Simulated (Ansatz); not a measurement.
# A thicker film of CsPbCl3 (001), CsCl faces from two thinner ones

In a field along its normal an insulating film takes a dipole p. Written as a length, p/(ε₀AE), it should grow by 1 − 1/ε for each ångström added.

**Method.** Ansatz 0.2.0, plane waves with PAW datasets (its set soft_2), PBE; perovskite films relaxed at a bulk in-plane lattice constant near the measured one, then held in weak fields of both signs with a dipole correction (A is the cell's area, E the outer field).

| run | distance between the outer atoms (Å) | p/(ε₀AE) (Å) |
| --- | --- | --- |
| 2 units | 11.580 | 9.957 |
| 3 units | 17.376 | 14.167 |
| 5 units | 28.950 | ? |

Q: Estimate the withheld value from the rows shown.

Two rows fix a line: slope = (14.167 − 9.957) / (17.376 − 11.580) = 0.7264, intercept 1.5452. That slope means ε = 1/(1 − 0.7264) = 3.65. At 28.950 it gives 0.7264 × 28.950 + 1.5452 = 22.574 Å, beyond the rows fitted. Rounding of the rows alone allows about ±0.004 Å there; two rows can't show whether the line holds.

The run itself gives 22.643 Å: a miss of +0.069 Å, or 0.3 % of the value. The length is met to within 1 %, though ε is more sensitive than the length: the two thickest films give ε = 3.74.

Caveats: This is the electronic response alone. A unit is one step of the cut along the normal (a plane, a pair of planes or a cell), and the layers relax along it, away from their bulk spacing where the functional's lattice constant differs from the one held.
